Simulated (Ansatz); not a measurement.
# S on Hf(0001): change of the work function, part 4 of 4

How does S on the fcc site change the work function of Hf(0001) as the layer fills?

Ansatz 0.2.0; plane-wave DFT, PBE, Ansatz PAW.

So far, work function, upper face (eV): step 2 (the clean slab) 4.33; step 3 (37 atoms, coverage 0.111 ML, cell 3x3) 4.41; step 4 (17 atoms, coverage 0.25 ML, cell 2x2) 4.57.

## 5. Adsorbate added, k-mesh 6×6×1, coverage 0.5 ML (continued)

Relaxation path:

```tsv
step	energy less that of the first step (eV)	largest force component (eV/Å)
1	0.0000	3.0063
2	-1.6567	1.9829
3	-2.0406	0.7366
4	-2.0249	1.0922
5	-2.1529	0.1574
6	-2.1602	0.0795
7	-2.1637	0.0112
```

Relaxation step 4 was tried and not accepted.

The run keeps the 4 symmetry operations that the program found, so distortions that break them were not tested.

The atoms that moved most (Å):

```tsv
atom	dx	dy	dz	length
S18	0.000	0.159	-0.461	0.488
S17	0.000	0.159	-0.461	0.488
Hf4	0.000	-0.010	0.116	0.117
Hf12	0.000	-0.010	0.116	0.117
Hf16	0.000	0.053	0.008	0.054
Hf8	0.000	0.053	0.008	0.054
Hf7	0.000	0.033	-0.018	0.037
Hf15	0.000	0.033	-0.018	0.037
```

The relaxed structure:

```
Hf S
1.0
     6.40000    0.00000    0.00000
     3.20000    5.54256    0.00000
     0.00000    0.00000   27.76474
Hf S
16 2
Direct
  0.33333 0.33333 0.32415
  0.00000 0.00000 0.41532
  0.33316 0.33369 0.50987
  0.00087 0.99827 0.60027
  0.33333 0.83333 0.32415
  0.00000 0.50000 0.41532
  0.33036 0.83928 0.50975
  0.99518 0.50964 0.59636
  0.83333 0.33333 0.32415
  0.50000 0.00000 0.41532
  0.83316 0.33369 0.50987
  0.50087 0.99827 0.60027
  0.83333 0.83333 0.32415
  0.50000 0.50000 0.41532
  0.83036 0.83928 0.50975
  0.49518 0.50964 0.59636
  0.15235 0.19530 0.65924
  0.65235 0.19530 0.65924
```

The relaxation took 7 steps and lowered the energy by 2.2 eV; the largest force on the free atoms ends at 0.011 eV/Å.

The covered face has 5.13 eV, +0.80 eV against the clean one; the bare back face has moved by -0.01 eV, a measure of how thin the slab is.

## 6. Adsorbate added, k-mesh 12×12×1, coverage 1 ML

System of this step: S/Hf(0001). The cell holds 5 atoms: 4 Hf and 1 S. Its edges and angles: a = 3.200 Å, b = 3.200 Å, c = 27.765 Å, α = 90.0°, β = 90.0°, γ = 60.0°. Vacuum lies along c.

Another coverage, to see how the dipoles act on each other as their distance changes.

Input file input.yaml:

```yaml
crystal:
  lattice:
    - [3.2, 0.0, 0.0]
    - [1.6, 2.7712812921, 0.0]
    - [0.0, 0.0, 27.7647417261]
  atoms:
    - { symbol: Hf, position: [0.6666666667, 0.6666666667, 0.3241521239] }
    - { symbol: Hf, position: [0.0, 0.0, 0.4153181079] }
    - { symbol: Hf, position: [0.6666666667, 0.6666666667, 0.5103886146] }
    - { symbol: Hf, position: [0.0, 0.0, 0.596087531] }
    - { symbol: S, position: [0.3333333333, 0.3333333333, 0.6758478761] }
kpoints:
  mp_grid: { grid: [12, 12, 1] }
hamiltonian:
  xc: pbe
scf:
  occupations: { method: fermi_dirac, width: 0.1 }
  convergence: { dr2_threshold: 1.0e-08 }
efield:
  axis: 3
  dipole_correction: true
  ramp_position: 0.97
  ramp_width: 0.06
relax:
  f_tol: 0.02
  max_steps: 60
  constraints: [{ sites: [0, 1] }]
output:
  write_potential: true
  write_density: true
  volumetric_format: npy
```

Started as:

```console
ansatz run input.yaml --threads 4 --pin off --max-ram 16384MiB --backend cpu --events-out ev --progress --plain --runs-dir out
```

What it wrote:

```text
[...]
Crystal: 5 atoms, lattice volume = 246.221 Å³
Basis set: ecut = 420 eV, 4893 PW (Γ), exchange–correlation on 48×48×384 points (8 copies of the dense FFT grid, shifted against one another)
Bands: 66, of which v1, the nominal top of the filled ones, is band 55 counted from 1 (54 counted from 0)
Symmetry: 6 space group operations
[...]
F+E_penalty+E_count = -63788.11469847 eV   max|allowed force component| = 1.883e-2 eV/Å
  atoms:
    - { symbol: Hf, position: [0.666667, 0.666667, 0.324152] }
    - { symbol: Hf, position: [-1.850372e-17, -1.850372e-17, 0.415318] }
    - { symbol: Hf, position: [0.666667, 0.666667, 0.508614] }
    - { symbol: Hf, position: [-1.850372e-17, -1.850372e-17, 0.600718] }
    - { symbol: S, position: [0.333333, 0.333333, 0.659543] }
[key lines of the parts left out:]
SCF converged after 9 iterations
Free energy (F): -63788.114698 eV
Fermi energy:    4.797878 eV
Dipole field:    D = -0.052033 V/Å  (p = -0.070801 e·Å, saw-weighted, corrected)
Work function:   Φ+ = 5.8214 eV   Φ− = 4.3767 eV
```

Run time: 53 s. Hardware: 4 threads of Arm Neoverse V1, shared host; peak memory 0.79 GiB.

The steps of the relaxation:

```tsv
step	energy less that of the first step (eV)	largest force component (eV/Å)
1	0.0000	2.9346
2	-0.7619	1.6318
3	-0.8985	1.3511
4	-0.8362	2.1343
5	-0.9894	0.0755
6	-0.9907	0.0188
```

Relaxation step 4 was tried and not accepted.

Forces are held to the 6 operations that the program found; a distortion that breaks them can't arise in this run.

The atoms that moved most (Å):

```tsv
atom	dx	dy	dz	length
S5	0.000	0.000	-0.453	0.453
Hf4	0.000	0.000	0.129	0.129
Hf3	0.000	0.000	-0.049	0.049
```

The relaxed structure:

```xyz
5
Lattice="3.2000 0.0000 0.0000 1.6000 2.7713 0.0000 0.0000 0.0000 27.7647" Properties=species:S:1:pos:R:3
Hf    3.2000    1.8475    9.0000
Hf    0.0000    0.0000   11.5312
Hf    3.2000    1.8475   14.1215
Hf    0.0000    0.0000   16.6788
S     1.6000    0.9238   18.3121
```

Running mean over 2.5312 Å of the planar mean; the ramp of the sawtooth is left out. Table of electron's electrostatic potential energy less the Fermi level by z:

```tsv
z (Å)	electron's electrostatic potential energy less the Fermi level (eV)
4	4.37
5	4.35
6	4.12
7	2.29
8	-4.05
9	-7.41
10	-7.28
11	-7.25
12	-7.19
13	-6.94
14	-7.11
15	-6.94
16	-7.02
17	-8.83
18	-6.30
19	-0.633
20	4.27
21	5.76
22	5.82
23	5.82
24	5.82
```

The relaxation took 6 steps and lowered the energy by 0.99 eV; the largest force on the free atoms ends at 0.019 eV/Å.

The covered face has 5.82 eV, +1.49 eV against the clean one; the bare back face has moved by -0.00 eV, a measure of how thin the slab is.

## 7. Work function against coverage

This step: plane-wave DFT, PBE, Ansatz PAW; work function against coverage (Ansatz 0.2.0).

The runs are now put side by side.

This step gave:

| Quantity | Value |
| --- | --- |
| work function of the clean face | 4.332 eV |
| largest change of the work function | 1.489 eV |

Table of work function of the covered face by coverage:

```tsv
coverage (adsorbates/nm²)	work function of the covered face (eV)
0.00	4.33
1.25	4.41
2.82	4.57
5.64	5.13
11.28	5.82
```

The dipole per adsorbate comes from the change of the cell's dipole. Coverage, by row:

```tsv
coverage (1/nm²)	coverage (ML)	work function (eV)	change (eV)	dipole per adsorbate, positive end outwards (debye)	mean height of the added atoms over the highest substrate atom (Å)
1.253	0.1111	4.41	0.0777	-0.178	1.658
2.819	0.25	4.568	0.2361	-0.232	1.681
5.638	0.5	5.13	0.7975	-0.38	1.637
11.28	1	5.821	1.489	-0.351	1.633
```

## 8. Outcome

| Property | Result |
| --- | --- |
| work function of the clean face | 4.33 eV |
| work function at 0.11 ML | 4.41 eV |
| work function at 0.25 ML | 4.57 eV |
| work function at 0.5 ML | 5.13 eV |
| work function at 1 ML | 5.82 eV |
| dipole per adsorbate at 0.11 ML, positive end outwards | -0.18 D |

In words: At the lowest coverage S changes the work function of Hf(0001) by under 0.15 eV, within the error of so thin a slab; the largest change, +1.49 eV, comes at higher coverage. The slab has 4 layers, at the tabulated experimental lattice constant, one starting site was run, and quantum-size effects of a slab this thin can reach one or two tenths of an eV.

[Long decimals in the printed logs are rounded to 6 places.]

[Logs are printed without paths, hosts, clocks, repeated set-up lines and the standing remarks that a program may print on its own settings, such as how far it seeks lower states.]

[Hosts, paths, dates, database ids (printed as entryN), source tags and the programs' standing remarks are cut or masked in the printed files.]

[Maps of the electrostatic potential energy from Ansatz leave out the sawtooth potential of an applied field or a dipole correction, so their vacuum need not be flat; planar profiles and work functions include it.]
